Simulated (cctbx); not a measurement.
**Accept or mend?**

Cell a = 7.5930 Å, b = 7.5930 Å, c = 10.8040 Å, α = 90.00°, β = 90.00°, γ = 90.00°; space group P4/mnc (no. 128).

The data are simulated with cctbx, not measured: Ag Kα, λ = 0.56087 Å, to d = 0.8 Å, 95 % of the full sphere, strongest reflection 40000 counts, noise from counting, a 4 % proportional error and a noise floor of 4 counts (s.d.); no absorption.

An anisotropic refinement with weights 1/σ² prints:

```text
Rint 0.035, 347 unique reflections to 0.80 A
cycle     R1     wR2    GooF  max shift (A)
   1  0.0164  0.0449   2.377   0.00029
   2  0.0088  0.0230   1.219   0.00000
final R1 0.0088 wR2 0.0230 GooF 1.219  parameters 14  data/parameter 24.8
atom        x        y        z      Ueq    occ   su(xyz)  su(Uiso or U11)
Re1    0.50000  0.50000  0.50000   0.0129  1.000  0.00000  0.0001
Y1     0.50000  0.00000  0.75000   0.0160  1.000  0.00000  0.0001
Br1    0.78179  0.72023  0.50000   0.0110  1.000  0.00004  0.0001
Br2    0.50000  0.50000  0.76171   0.0189  1.000  0.00004  0.0002
difference map: max 0.43 min -0.80 rms 0.11
Q1    0.0642  0.1305  0.0000    8    0.43  1.10 A from Re1
Q2    0.0491  0.9019  0.5000    8    0.43  1.97 A from Br1
Q3    0.0646  0.3938  0.0000    8    0.34  1.46 A from Br1
Q4    0.0000  0.5000  0.0376    8    0.30  2.29 A from Y1
Q5    0.0480  0.5951  0.5000    8    0.28  2.23 A from Br1
Q6    0.1729  0.7559  0.5000    8    0.27  0.83 A from Br1
```

**Question.** Can this result stand? If not, what is the likely fault?

Mend it. The fault: wrong element: Y1 is Rb. Against the right model at the same level, R1 goes from 0.0068 to 0.0088 and GooF from 0.91 to 1.22. Y1 has 2 electrons too many and its U swells to shed them, as expected (near an absorption edge f′ can widen the mismatch well beyond the difference in Z). The signs are weak, and the output alone doesn't single this fault out.

The compound is Rb2ReBr6. The right model at the same level gives:

```text
Rint 0.035, 347 unique reflections to 0.80 A
cycle     R1     wR2    GooF  max shift (A)
   1  0.0095  0.0261   1.382   0.00055
   2  0.0068  0.0171   0.905   0.00000
final R1 0.0068 wR2 0.0171 GooF 0.905  parameters 14  data/parameter 24.8
atom        x        y        z      Ueq    occ   su(xyz)  su(Uiso or U11)
Re1    0.50000  0.50000  0.50000   0.0130  1.000  0.00000  0.0001
Rb1    0.50000  0.00000  0.75000   0.0142  1.000  0.00000  0.0001
Br1    0.78181  0.72021  0.50000   0.0111  1.000  0.00003  0.0001
Br2    0.50000  0.50000  0.76173   0.0191  1.000  0.00003  0.0001
difference map: max 0.43 min -0.34 rms 0.09
Q1    0.0636  0.1294  0.0000    8    0.44  1.09 A from Re1
Q2    0.0503  0.8978  0.5000    8    0.41  1.95 A from Br1
Q3    0.0000  0.5000  0.0410    8    0.30  2.26 A from Rb1
Q4    0.0620  0.3937  0.0000    8    0.29  1.47 A from Br1
Q5    0.0443  0.5944  0.5000    8    0.25  2.21 A from Br1
Q6    0.0331  0.2761  0.0590   16    0.25  1.56 A from Br1
```

This is a model crystal, built by substitution and not relaxed, with assumed displacement parameters.

[Middle refinement cycles are left out of these outputs.]

[Logs are printed without paths, hosts, clocks, repeated set-up lines and the standing remarks that a program may print on its own settings, such as how far it seeks lower states.]
